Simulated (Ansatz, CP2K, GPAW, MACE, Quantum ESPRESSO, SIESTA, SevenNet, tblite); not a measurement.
# CP2K on (5,5) carbon nanotube bundle (80 atoms): settings against a plane-wave reference, part 2 of 2

Wanted: CP2K inputs and outputs for (5,5) carbon nanotube bundle (80 atoms), checked against a plane-wave reference.

Program: CP2K 2026.2; the method stands at each step. Banners, paths, timers and routine set-up lines are dropped from the logs unmarked, and long logs keep their key lines alone; longer cuts are marked.

So far. Step 3 (PBE+D3, DZVP-UZH, 450/50 Ry, diagonalisation): Against the first run (1.8 %), the force difference from the reference is 2.4 %, at 1.0 times the CPU time; the model has changed, so this is no error of the program alone. Step 4 (PBE, DZVP-UZH, 450/30 Ry, diagonalisation): Against the first run (1.8 %), the force difference from the reference is 1.8 %, at 0.79 times the CPU time: the change moves forces by 0.093 meV/Å r.m.s., so most of the difference comes from elsewhere.

### Step 5. PBE, DZVP-MOLOPT, 450/50 Ry, diagonalisation

Method: Kohn-Sham DFT, PBE, GTH-PBE pseudopotentials, Gaussian and plane waves, DZVP-MOLOPT-GTH, diagonalisation.

input.inp

```
&GLOBAL
  PROJECT cell
  RUN_TYPE ENERGY_FORCE
  PRINT_LEVEL LOW
&END GLOBAL
&FORCE_EVAL
  METHOD QS
  STRESS_TENSOR ANALYTICAL
  &DFT
    BASIS_SET_FILE_NAME BASIS_MOLOPT
    POTENTIAL_FILE_NAME GTH_POTENTIALS
    &MGRID
      CUTOFF 450
      REL_CUTOFF 50
    &END MGRID
    &QS
      EPS_DEFAULT 1.0E-12
    &END QS
    &SCF
      SCF_GUESS ATOMIC
      EPS_SCF 5.0E-06
      MAX_SCF 200
      ADDED_MOS 36
      &DIAGONALIZATION
        ALGORITHM STANDARD
      &END DIAGONALIZATION
      &SMEAR ON
        METHOD FERMI_DIRAC
        ELECTRONIC_TEMPERATURE [K] 580
      &END SMEAR
      &MIXING
        METHOD BROYDEN_MIXING
        ALPHA 0.15
        NBROYDEN 12
      &END MIXING
      &PRINT
        &RESTART OFF
        &END RESTART
      &END PRINT
    &END SCF
    &XC
      &XC_FUNCTIONAL PBE
      &END XC_FUNCTIONAL
    &END XC
    &PRINT
      &MULLIKEN ON
      &END MULLIKEN
      &HIRSHFELD ON
        SHAPE_FUNCTION DENSITY
      &END HIRSHFELD
      &MO ON
        EIGENVALUES T
        OCCUPATION_NUMBERS T
        MO_INDEX_RANGE 149 172
        &EACH
          QS_SCF 0
        &END EACH
        ADD_LAST NUMERIC
      &END MO
    &END PRINT
  &END DFT
  &SUBSYS
    &CELL
      A 10.08135 0.00000 0.00000
      B -5.04067 8.73070 0.00000
      C 0.00000 0.00000 9.84000
    &END CELL
    &COORD
      SCALED
      C 0.36831 0.07859 0.12432
      C 0.38901 0.15384 0.99695
      C 0.37427 0.29408 0.00707
      C 0.33234 0.32989 0.12140
      C 0.23445 0.38922 0.12502
      C 0.14582 0.37087 0.25608
      C 0.99742 0.32948 0.00347
      C 0.91723 0.29025 0.11772
      C 0.77202 0.15265 0.13027
      C 0.71041 0.07622 0.25448
      C 0.62400 0.91278 0.99051
      C 0.61086 0.84554 0.12711
      C 0.63395 0.70995 0.13475
      C 0.65052 0.65117 0.24708
      C 0.77479 0.62645 0.25368
      C 0.84139 0.62504 0.12164
      C 0.99033 0.66434 0.12195
      C 0.08438 0.71884 0.24548
      C 0.22960 0.84707 0.25056
      C 0.29750 0.92963 0.12676
[... 56 atom lines left out ...]
      C 0.00565 0.66528 0.87296
      C 0.07857 0.71533 0.99687
      C 0.23301 0.83911 0.99462
      C 0.29640 0.92402 0.86561
    &END COORD
    &KIND C
      BASIS_SET DZVP-MOLOPT-GTH-q4
      POTENTIAL GTH-PBE-q4
    &END KIND
  &END SUBSYS
  &PRINT
    &FORCES ON
    &END FORCES
    &STRESS_TENSOR ON
    &END STRESS_TENSOR
  &END PRINT
&END FORCE_EVAL
```

Started as:

```
$ OMP_NUM_THREADS=1 mpirun -np 4 cp2k.psmp -i input.inp > output.txt
```

Numbers of over 12 decimals in the logs are rounded to 6 here.

The program printed:

```text
CP2K| version string:                                       CP2K version 2026.2
 CP2K| Input file name                                                 input.inp
 GLOBAL| Basis set file name                                        BASIS_MOLOPT
 GLOBAL| Potential file name                                      GTH_POTENTIALS
 GLOBAL| Run type                                                   ENERGY_FORCE
 GLOBAL| Total number of message passing processes                             4
 GLOBAL| Number of threads for this process                                    1
 TOTAL NUMBERS AND MAXIMUM NUMBERS
  Total number of            - Atomic kinds:                                   1
                             - Atoms:                                         80
[... lines left out ...]
                        Smear method:                                FERMI_DIRAC
[... lines left out ...]
 Number of electrons:                                                        320
[... lines left out ...]
  Step     Update method      Time    Convergence         Total energy    Change
[... lines left out ...]
  *** SCF run converged in    17 steps ***
[... lines left out ...]
  Fermi energy:                                                 0.146882
  Total energy:                                              -454.510534
  Total energy (extrapolated to T->0):                       -454.510531
[... lines left out ...]
 MO| E(Fermi):            0.146882 a.u.          3.996864 eV
[... lines left out ...]
 !-----------------------------------------------------------------------------!
 !-----------------------------------------------------------------------------!
                           Hirshfeld Charges
  #Atom  Element  Kind  Ref Charge     Population                    Net charge
      1       C      1       4.000          4.018                        -0.018
      2       C      1       4.000          3.980                         0.020
      3       C      1       4.000          4.005                        -0.005
[...]
79       C      1       4.000          3.988                         0.012
     80       C      1       4.000          4.008                        -0.008
  Total Charge                                                           -0.000
 !-----------------------------------------------------------------------------!
 ENERGY| Total FORCE_EVAL ( QS ) energy [hartree]           -454.510421
 FORCES| Atomic forces [hartree/bohr]
 FORCES|   Atom     x               y               z               |f|
 FORCES|      1  2.03757350E-02  9.03756053E-02 -4.64646424E-02   1.03643059E-01
 FORCES|      2 -1.47928655E-02  2.30910786E-02  2.40150019E-02   3.64519835E-02
 FORCES|      3  2.91649100E-02 -5.51612858E-02 -1.30553486E-01   1.44698211E-01
[...]
FORCES|     79  8.43457255E-03  5.31381973E-02  3.88834059E-02   6.63832002E-02
 FORCES|     80 -1.52917416E-02 -1.66534622E-01  1.04672940E-01   1.97291769E-01
 FORCES| Sum     3.09137801E-05 -8.55351413E-06  1.27345320E-04
 FORCES| Total atomic force                                       1.31322713E-04
 STRESS| Analytical stress tensor [bar]
 STRESS|                        x                   y                   z
 STRESS|      x        1.01544097812E+05  -7.10283701881E+03   1.29856640415E+04
 STRESS|      y       -7.10283701881E+03   1.46381264179E+05  -2.70138957956E+03
 STRESS|      z        1.29856640415E+04  -2.70138957956E+03   5.97371483446E+04
 STRESS| 1/3 Trace                                             1.02554170112E+05
```

It took 21 min on 4 MPI ranks of Arm Neoverse V1, shared host; peak memory 3.1 GiB; 83 min of CPU time.

Against the reference:

```yaml
r_m_s_force_component: 3.616 eV/Å
r_m_s_difference_of_force_components: 45.8 meV/Å
longest_difference_of_force_vectors: 145.8 meV/Å
force_difference_over_r_m_s_force: 1.281 %
slope_of_forces_against_the_reference_s: 1.012
correlation_of_force_components: 1
pressure: 10.26 GPa
pressure_difference: 0.3813 GPa
```

Against the first run (1.8 %), the force difference from the reference is 1.3 %, at 11 times the CPU time, with 1040 basis functions against 1040; this set comes with other potentials too, so the change isn't the basis's alone.

### Step 6. Side by side

Differences are against the plane-wave reference, forces as r.m.s. over components; share is that over the reference's r.m.s. force, slope the least-squares factor from reference forces to these. Total energies of different programs have different zeros and aren't compared.

```tsv
run	Δ force, r.m.s. (meV/Å)	share (%)	slope	Δ pressure (GPa)	cores	CPU time	memory (GiB)
reference	-	-	-	-	4	35 s	0.93
CP2K PBE, DZVP-UZH, 450/50 Ry, diagonalisation	63.1	1.76	1.016	0.753	4	7.5 min	2.8
CP2K PBE+D3, DZVP-UZH, 450/50 Ry, diagonalisation	84.7	2.37	1.020	0.450	4	7.6 min	2.8
CP2K PBE, DZVP-UZH, 450/30 Ry, diagonalisation (coarse)	63.1	1.76	1.016	0.755	4	6 min	2.7
CP2K PBE, DZVP-MOLOPT, 450/50 Ry, diagonalisation	45.8	1.28	1.012	0.381	4	83 min	3.1
```

Rows marked coarse were listed beforehand as settings not expected to be converged; some can still land near the reference.

CPU time is summed over cores on a shared host, where runs went side by side, so it is rough. Symmetry, cutoffs, thresholds, outputs and thread counts weren't matched or tuned between programs; memory under MPI is the largest rank's times the ranks.

Within one program, basis, potentials and functional, energies share a zero. Each run against its twin at the usual cutoff or grid and solver:

```tsv
run	twin	Δ energy (meV/atom)	Δ force, r.m.s. (meV/Å)	CPU time over the twin's
CP2K PBE, DZVP-UZH, 450/30 Ry, diagonalisation	DZVP-UZH, 450/50 Ry, diagonalisation	-0.0085	0.093	0.79
```

### Step 7. Outcome

```json
{"nearest in forces": "CP2K PBE, DZVP-MOLOPT, 450/50 Ry, diagonalisation, 1.3 %", "its CPU time": "83 min"}
```

What this shows: The PBE runs in local orbitals, coarse settings apart, differ by 1.3 % (CP2K PBE, DZVP-MOLOPT, 450/50 Ry, diagonalisation) to 1.8 % (CP2K PBE, DZVP-UZH, 450/50 Ry, diagonalisation); basis, grid and potentials can all enter. Rows with another functional or a dispersion term differ by 2.4 % (CP2K PBE+D3, DZVP-UZH, 450/50 Ry, diagonalisation), which mixes the change of model with differences of basis and potentials. Runs with settings chosen to be coarse differ by 1.8 % (CP2K PBE, DZVP-UZH, 450/30 Ry, diagonalisation), their programs' other errors included. None of the electronic-structure runs in the table takes under half the reference's CPU time of 35 s; they take 10 to 141 times as much. The reference's stress is far from hydrostatic: its diagonal is 9.8, 14.3, 5.5 GPa, compression counted positive. The reference's pressure of 9.9 GPa belongs to a cell and atoms that aren't relaxed at this level. The electronic-structure runs sample only Γ, in a cell whose shortest periodic width is 9 Å.

[Also dropped from logs without a mark: logging warnings of Python, and SIESTA's first energy breakdown and zero terms.]

[Logs are printed without paths, hosts, clocks, repeated set-up lines and the standing remarks that a program may print on its own settings, such as how far it seeks lower states.]

[Hosts, paths, dates, database ids (printed as entryN), source tags and the programs' standing remarks are cut or masked in the printed files.]
